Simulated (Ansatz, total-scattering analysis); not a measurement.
**LiCl-KCl: Cl around Cl to 5.1 Å against density**

Simulated by ab initio molecular dynamics with Ansatz (PBE, plane waves, PAW set soft_1, Langevin thermostat, no spin, fixed volume); about 70 atoms, sampled at 800 K, each a liquid, averaged over 0.8 ps or more. 

| density (g/cm^3) | Cl around Cl to 5.1 Å |
| --- | --- |
| 1.49 | 8.96 |
| 1.555 | 9.24 |
| 1.62 | 9.69 |
| 1.701 | ? |
| 1.782 | 10.40 |

**Task.** Fit a straight line to the known rows, say what its slope means, and predict the withheld row.

The means are x̄ = 1.6118 and ȳ = 9.572. Σ(x − x̄)(y − ȳ) = 0.23529 and Σ(x − x̄)² = 0.047097, so the slope is 4.996 and the intercept 1.520. The residuals are -0.00, -0.05, +0.08, -0.02.

The fitted line rises by 1.46 over the range; the table's ends differ by 1.44.

At 1.701 g/cm^3 the line gives 10.02; the run gave 10.08, a miss of -0.06, 4 % of the range covered. With all rows in view, the slope between neighbours runs 4.31, 6.92, 4.81, 3.95: no steady trend, so single short runs can't tell curvature from noise.
